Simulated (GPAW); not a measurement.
## How CoSi2 absorbs and reflects light

Aim: the dielectric function of CoSi2, and the optical constants that follow from it. The cell comes from an older database entry, whose edges can differ from later determinations, mostly by under a per cent.

Method: DFT, PBE, plane-wave PAW (GPAW data sets), scalar-relativistic, RPA, optical limit, in GPAW 26.7.0.

The database entry behind the starting cell differs from later determinations by our own check (0.1 to 0.3 % short, probably kX units), so it need not match the best structure at ambient conditions.

## (1) The structure

Symmetry: Fm-3m, No. 225, cubic system. Conventional cell: a = 5.356 Å, b = 5.356 Å, c = 5.356 Å, α = 90.00°, β = 90.00°, γ = 90.00°. Nearest to Co lie 8 Si at 2.32 Å. Si has 4 Co at 2.32 Å nearest. Farther neighbours are not listed.

Coordinates:

```cif
data_structure
_symmetry_space_group_name_H-M 'Fm-3m'
_symmetry_Int_Tables_number 225
_cell_length_a 5.3560
_cell_length_b 5.3560
_cell_length_c 5.3560
_cell_angle_alpha 90.000
_cell_angle_beta 90.000
_cell_angle_gamma 90.000
_cell_volume 153.65
loop_
_atom_site_label
_atom_site_type_symbol
_atom_site_symmetry_multiplicity
_atom_site_Wyckoff_symbol
_atom_site_fract_x
_atom_site_fract_y
_atom_site_fract_z
_atom_site_occupancy
Co1 Co 4 a 0.00000 0.00000 0.00000 1
Si1 Si 8 c 0.25000 0.25000 0.75000 1
```

## (2) Ground state

The self-consistent density comes first; it also tells whether there is a gap, which decides the occupations and the need for a Drude term.

This step: DFT, PBE, plane-wave PAW (GPAW data sets), scalar-relativistic, ground state (GPAW 26.7.0).

File gs.py:

```python
from ase import Atoms
from ase.dft.bandgap import bandgap
from gpaw import GPAW, PW, FermiDirac

atoms = Atoms(['Co', 'Si', 'Si'],
              cell=[[0.000000000000, 2.678000000000, 2.678000000000],
                    [2.678000000000, 0.000000000000, 2.678000000000],
                    [2.678000000000, 2.678000000000, 0.000000000000]],
              scaled_positions=[[0.000000000000, 0.000000000000, 0.000000000000],
                                [0.750000000000, 0.750000000000, 0.750000000000],
                                [0.250000000000, 0.250000000000, 0.250000000000]],
              pbc=[True, True, True])
atoms.calc = GPAW(mode=PW(500), xc='PBE', kpts={'size': (7, 7, 7), 'gamma': True},
                  occupations=FermiDirac(0.05), maxiter=150, txt='gs.txt')
print('energy (eV)', atoms.get_potential_energy())
print('Fermi level (eV)', atoms.calc.get_fermi_level())
print('valence electrons', atoms.calc.get_number_of_electrons())
print('gap (eV)', bandgap(atoms.calc, output=None)[0])
print('direct gap (eV)', bandgap(atoms.calc, direct=True, output=None)[0])
atoms.calc.write('gs.gpw')
```

Launch:

```console
OMP_NUM_THREADS=1 python gs.py
```

Numbers of over 12 decimals in the logs are rounded to 6 here.

What it wrote:

```text
__  _  _
 | _ |_)|_||  |
 |__||  | ||/\| - 26.7.0

Versions:
  Python: 3.12.14
  ASE:    3.29.0
  Numpy:  2.5.5
  Scipy:  1.18.1
  Libxc:  7.0.0

Input parameters:
  mode=PW(ecut=500.0),
  kpts=MonkhorstPack(size=(7, 7, 7), gamma=True),
  maxiter=150,
  occupations=Occupations(name='fermi-dirac', width=0.05, fixmagmom=False),
  xc=XC(name='PBE')

Diagonalizing LCAO Hamiltonian
Converting LCAO to pw mode

                    Si

           Si

       Co

Atoms  # Å, Bohr magnetons
|   | symbol |        x |        y |        z |    initial magnetic moments |
| 0 |     Co | 0.000000 | 0.000000 | 0.000000 | ( 0.0000,  0.0000,  0.0000) |
| 1 |     Si | 4.017000 | 4.017000 | 4.017000 | ( 0.0000,  0.0000,  0.0000) |
| 2 |     Si | 1.339000 | 1.339000 | 1.339000 | ( 0.0000,  0.0000,  0.0000) |

Unit cell  # Å
| periodic |        x |        y |        z |  lengths |    angles |
|      yes | 0.000000 | 2.678000 | 2.678000 | 3.787264 | 60.000000 |
|      yes | 2.678000 | 0.000000 | 2.678000 | 3.787264 | 60.000000 |
|      yes | 2.678000 | 2.678000 | 0.000000 | 3.787264 | 60.000000 |

Number of symmetries: 48
Symmetry operations  # r_c * U_cc + t_c -> r_c
|    | kind |            matrix            |
|  0 |  σ   |  1, 0, 0,  1, 0,-1,  1,-1, 0 |
|  1 |  C2  |  1, 0, 0,  1,-1, 0,  1, 0,-1 |
|  2 |  E   |  1, 0, 0,  0, 1, 0,  0, 0, 1 |
|  3 |  σ   |  1, 0, 0,  0, 0, 1,  0, 1, 0 |
|  4 |  C4  |  1, 0,-1,  1, 0, 0,  1,-1, 0 |
|  5 |  S6  |  1, 0,-1,  1,-1, 0,  1, 0, 0 |
|  6 |  σ   |  1, 0,-1,  0, 1,-1,  0, 0,-1 |
|  7 |  C3  |  1, 0,-1,  0, 0,-1,  0, 1,-1 |
|  8 |  S6  |  1,-1, 0,  1, 0, 0,  1, 0,-1 |
|  9 |  C4  |  1,-1, 0,  1, 0,-1,  1, 0, 0 |
| 10 |  C3  |  1,-1, 0,  0,-1, 1,  0,-1, 0 |
| 11 |  σ   |  1,-1, 0,  0,-1, 0,  0,-1, 1 |
| 12 |  σ   |  0, 1, 0,  1, 0, 0,  0, 0, 1 |
| 13 |  C4  |  0, 1, 0,  0, 1,-1, -1, 1, 0 |
| 14 |  C3  |  0, 1, 0,  0, 0, 1,  1, 0, 0 |
| 15 |  S6  |  0, 1, 0, -1, 1, 0,  0, 1,-1 |
| 16 |  C2  |  0, 1,-1,  1, 0,-1,  0, 0,-1 |
| 17 |  σ   |  0, 1,-1,  0, 1, 0, -1, 1, 0 |
| 18 |  S4  |  0, 1,-1,  0, 0,-1,  1, 0,-1 |
| 19 |  C4  |  0, 1,-1, -1, 1, 0,  0, 1, 0 |
| 20 |  C3  |  0, 0, 1,  1, 0, 0,  0, 1, 0 |
| 21 |  σ   |  0, 0, 1,  0, 1, 0,  1, 0, 0 |
| 22 |  S6  |  0, 0, 1,  0,-1, 1, -1, 0, 1 |
| 23 |  C4  |  0, 0, 1, -1, 0, 1,  0,-1, 1 |
| 24 |  S4  |  0, 0,-1,  1, 0,-1,  0, 1,-1 |
| 25 |  C3  |  0, 0,-1,  0, 1,-1,  1, 0,-1 |
| 26 |  C2  |  0, 0,-1,  0,-1, 0, -1, 0, 0 |
| 27 |  S6  |  0, 0,-1, -1, 0, 0,  0,-1, 0 |
| 28 |  S4  |  0,-1, 1,  1,-1, 0,  0,-1, 0 |
| 29 |  C4  |  0,-1, 1,  0, 0, 1, -1, 0, 1 |
| 30 |  C2  |  0,-1, 1,  0,-1, 0,  1,-1, 0 |
| 31 |  σ   |  0,-1, 1, -1, 0, 1,  0, 0, 1 |
| 32 |  C3  |  0,-1, 0,  1,-1, 0,  0,-1, 1 |
| 33 |  S6  |  0,-1, 0,  0, 0,-1, -1, 0, 0 |
| 34 |  S4  |  0,-1, 0,  0,-1, 1,  1,-1, 0 |
| 35 |  C2  |  0,-1, 0, -1, 0, 0,  0, 0,-1 |
| 36 |  C2  | -1, 1, 0,  0, 1, 0,  0, 1,-1 |
| 37 |  S6  | -1, 1, 0,  0, 1,-1,  0, 1, 0 |
| 38 |  S4  | -1, 1, 0, -1, 0, 1, -1, 0, 0 |
| 39 |  C3  | -1, 1, 0, -1, 0, 0, -1, 0, 1 |
| 40 |  S6  | -1, 0, 1,  0, 0, 1,  0,-1, 1 |
| 41 |  C2  | -1, 0, 1,  0,-1, 1,  0, 0, 1 |
| 42 |  C3  | -1, 0, 1, -1, 1, 0, -1, 0, 0 |
| 43 |  S4  | -1, 0, 1, -1, 0, 0, -1, 1, 0 |
| 44 |  C2  | -1, 0, 0,  0, 0,-1,  0,-1, 0 |
| 45 |  i   | -1, 0, 0,  0,-1, 0,  0, 0,-1 |
| 46 |  σ   | -1, 0, 0, -1, 1, 0, -1, 0, 1 |
| 47 |  C2  | -1, 0, 0, -1, 0, 1, -1, 1, 0 |

BZ-sampling:
  Number of BZ points: 343
  Number of IBZ points: 20

  Monkhorst-Pack size: [7, 7, 7]
  Monkhorst-Pack shift: [0, 0, 0]

K-points  # in reciprocal-cell coordinates
|     |                                coordinates |     weight |
|   0 | (  0.00000000,   0.00000000,   0.00000000) | 0.00291545 |
|   1 | (  0.14285714,   0.14285714,   0.00000000) | 0.01749271 |
|   2 | (  0.14285714,   0.14285714,   0.14285714) | 0.02332362 |
|   3 | (  0.28571429,   0.14285714,   0.14285714) | 0.03498542 |
|   4 | (  0.28571429,   0.28571429,   0.00000000) | 0.01749271 |
|   5 | (  0.28571429,   0.28571429,   0.14285714) | 0.06997085 |
|   6 | (  0.28571429,   0.28571429,   0.28571429) | 0.02332362 |
|   7 | (  0.42857143,  -0.28571429,  -0.28571429) | 0.03498542 |
|   8 | (  0.42857143,   0.28571429,  -0.42857143) | 0.13994169 |
|   9 | (  0.42857143,   0.28571429,  -0.28571429) | 0.06997085 |
| ... |                                            |            |
|  19 | (  0.42857143,   0.42857143,   0.42857143) | 0.02332362 |

Plane wave coefficients: 990
Cutoff: 500.0 eV

Spin-components: 1 (collinear spins)
Bands:           15
Projectors:      16
Spin-degeneracy: 2
Datatype:        complex128

Parallelization:
  kpt:    1
  domain: 1
  band:   1

Density:
  Valence electrons: 17.0
  Components: 1
  Grid points: [20 20 20]
  Charge: 0.0  # |e|

Potential:
  Grid points: [20 20 20]

species:
  Co:
    name:    Cobalt
    id:
    Z:       27.0
    valence: 9
    core:    18
    charge:  0.0  # [|e|]
    compensation charges:
      type: gauss
      rc: 0.32  # [Å]
      lmax: 2
    cutoffs:
      filter: 1.87  # [Å]
      core: 2.55  # [Å]
    projectors
    | kind |    occ | energy [eV] | rcut [Å] |
    |   4s |  2.000 |      -5.469 |    1.005 |
    |   4p |  0.000 |      -1.277 |    1.058 |
    |   3d |  7.000 |      -8.205 |    1.005 |
    |    s |        |      21.742 |    1.005 |
    |    p |        |      25.934 |    1.058 |
    |    d |        |      19.007 |    1.005 |

    Using partial waves for Co as LCAO basis

  Si:
    name:    Silicon
    id:
    Z:       14.0
    valence: 4
    core:    10
    charge:  0.0  # [|e|]
    compensation charges:
      type: gauss
      rc: 0.33  # [Å]
      lmax: 2
    cutoffs:
      filter: 1.86  # [Å]
      core: 2.06  # [Å]
    projectors
    | kind |    occ | energy [eV] | rcut [Å] |
    |   3s |  2.000 |     -10.812 |    1.058 |
    |   3p |  2.000 |      -4.081 |    1.058 |
    |    s |        |      16.399 |    1.058 |
    |    p |        |      23.130 |    1.058 |
    |    d |        |       0.000 |    1.058 |

    Using partial waves for Si as LCAO basis

Reference energy: -53675.398406  # eV

eigensolver:
  PPCG
  Converge bands: occupied
  niter=2

density mixing:
  MSR1-Mixer
  Pratt-step length: 0.05
  Maximum mixing coefficient: 0.75
  Old densities: 10
  SVD Regularization: 0.005
  Good broyden scale: 1.0
  Trust region scale: 1.0
  Backstep threshold: 4.0
  History deletion threshold: 6.0
  Fourier metric: weight=20.0, sigma=0.015

occupation numbers:
  Fermi-Dirac:
    width: 0.0500  # eV

poisson solver:
  ecut: 4000.0  # eV

xc functional:
  name: PBE with 2 nearest neighbor stencil

convergence criteria:
- Maximum [total energy] change in last 3 cyles: 0.0005 eV / valence electron
- Maximum integral of absolute [dens]ity change: 0.0001 electrons / valence electron
- Maximum integral of absolute [eigenst]ate change: 4e-08 eV^2 / valence electron
maximum number of iterations: 150

SCF iterations
|iter     |      energy | eigst |  dens |
|iter:   1||  -21.336350 | +0.67 |       |
|iter:   2||  -20.870770 | -1.23 | -0.85 |
|iter:   3||  -20.518151 | -1.39 | -0.95 |
|iter:   4||  -20.409638 | -2.47 | -1.12 |
|iter:   5||  -20.359229 | -2.65 | -1.35 |
|iter:   6||  -20.363372 | -3.52 | -1.92 |
|iter:   7||  -20.364904c| -4.07 | -2.21 |
|iter:   8||  -20.364904c| -5.72 | -3.57 |
|iter:   9||  -20.364904c| -6.92 | -4.05c|
|iter:  10||  -20.364904c| -7.73c| -4.60c|

Converged in 10 steps
SCF loop duration: 2.633 s (0.263 s/step)
Energy contributions relative to reference atoms: (reference = -53675.398406)

Energy contributions:
  Kinetic:          18.848557
  Coulomb:         -13.551119
  Zero:              0.113620
  External:          0.000000
  Xc:              -25.771663
  Entropy:          -0.008600
  Spinorbit:         0.000000
  ----------------------------
  Free energy:     -20.369204
  Extrapolated:    -20.364904

dipole moment: (-14.485428, -14.485428, -14.485428)  # |e|*Ang

Fermi level: 9.680
Eigenvalues  # (at kpt = [0.000, 0.000, 0.000])
| band index |      eig [eV] | occ [0-2] |
|          0 |        -3.494 |     2.000 |
|          1 |         5.579 |     2.000 |
|          2 |         5.579 |     2.000 |
|          3 |         5.579 |     2.000 |
|          4 |         7.744 |     2.000 |
|          5 |         7.744 |     2.000 |
|          6 |        10.420 |     0.000 |
|          7 |        13.074 |     0.000 |
|          8 |        13.074 |     0.000 |
|          9 |        13.074 |     0.000 |
|         10 |        13.101 |     0.000 |
|         11 |        13.101 |     0.000 |
|         12 |        13.101 |     0.000 |
|         13 |        15.334 |     0.000 |
|         14 |        15.334 |     0.000 |

No gap
No difference between direct/indirect transitions

--- standard output ---
energy (eV) -20.364904
Fermi level (eV) 9.679832
valence electrons 17.0
gap (eV) 0.0
direct gap (eV) 0.0
```

The job ended after 4.5 s (1 thread of AMD EPYC 9R14 (Zen 4), shared host; peak memory 0.15 GiB).

This run has no spin polarisation, although Co can carry a moment.

Read-outs, printed or worked out from the files:

```
energy       : -20.36 eV
Fermi energy : 9.680 eV
electrons    : 17
```

There are states at the Fermi level within the smearing, so the occupations stay smeared and the carriers get a Drude term.

## (3) Bands for the response

The response needs many more empty bands than the density does.

This step: DFT, PBE, plane-wave PAW (GPAW data sets), scalar-relativistic, bands at fixed density (GPAW 26.7.0).

File nscf.py:

```python
from ase.dft.bandgap import bandgap
from gpaw import GPAW, FermiDirac

calc = GPAW('gs.gpw').fixed_density(kpts={'size': (12, 12, 12), 'gamma': True}, nbands=35, convergence={'bands': 29},
                                    occupations=FermiDirac(0.05), txt='nscf.txt')
print('gap (eV)', bandgap(calc, output=None)[0])
print('direct gap (eV)', bandgap(calc, direct=True, output=None)[0])
print('top band over the Fermi level (eV)', min(calc.get_eigenvalues(kpt=k)[28] for k in range(len(calc.get_ibz_k_points()))) - calc.get_fermi_level())
calc.write('full.gpw', mode='all')
```

Launch:

```console
OMP_NUM_THREADS=1 python nscf.py
```

What it wrote:

```text
Diagonalizing LCAO Hamiltonian
Converting LCAO to pw mode
convergence criteria:
- Maximum integral of absolute [eigenst]ate change: 4e-08 eV^2 / valence electron
maximum number of iterations: 150

SCF iterations
|iter     |      energy | eigst |  dens |
|iter:   1||             | +2.89 |       |
|iter:   2||             | +1.00 |       |
|iter:   3||             | -0.43 |       |
|iter:   4||             | -1.34 |       |
|iter:   5||             | -2.06 |       |
|iter:   6||             | -2.84 |       |
|iter:   7||             | -3.60 |       |
|iter:   8||             | -3.90 |       |
|iter:   9||             | -4.10 |       |
|iter:  10||             | -4.30 |       |
[... 22 further cycles ...]
|iter:  33||             | -6.75 |       |
|iter:  34||             | -6.84 |       |
|iter:  35||             | -6.92 |       |
|iter:  36||             | -6.98 |       |
|iter:  37||             | -7.06 |       |
|iter:  38||             | -7.14 |       |
|iter:  39||             | -7.20 |       |
|iter:  40||             | -7.28 |       |
|iter:  41||             | -7.36 |       |
|iter:  42||             | -7.42c|       |
SCF steps: 42
  __  _  _
 | _ |_)|_||  |
 |__||  | ||/\| - 26.7.0

Versions:
  Python: 3.12.14
  ASE:    3.29.0
  Numpy:  2.5.5
  Scipy:  1.18.1
  Libxc:  7.0.0

Input parameters:
  mode=PW(ecut=500.0),
  convergence={'bands': 29},
  gpts=array([20, 20, 20]),
  kpts=MonkhorstPack(size=(12, 12, 12), gamma=True),
  maxiter=150,
  nbands=35,
  occupations=Occupations(name='fermi-dirac', width=0.05, fixmagmom=False),
  parallel={},
  xc=XC(name='PBE')

--- standard output ---
gap (eV) 0.0
direct gap (eV) 0.0
top band over the Fermi level (eV) 24.582579
```

The job ended after 52 s (1 thread; peak memory 0.21 GiB).

(Continued in part 2 of 2.)

[Machine, clock and banner lines and Python warnings are left out of the logs.]

[Logs are printed without paths, hosts, clocks, repeated set-up lines and the standing remarks that a program may print on its own settings, such as how far it seeks lower states.]

[Hosts, paths, dates, database ids (printed as entryN), source tags and the programs' standing remarks are cut or masked in the printed files.]
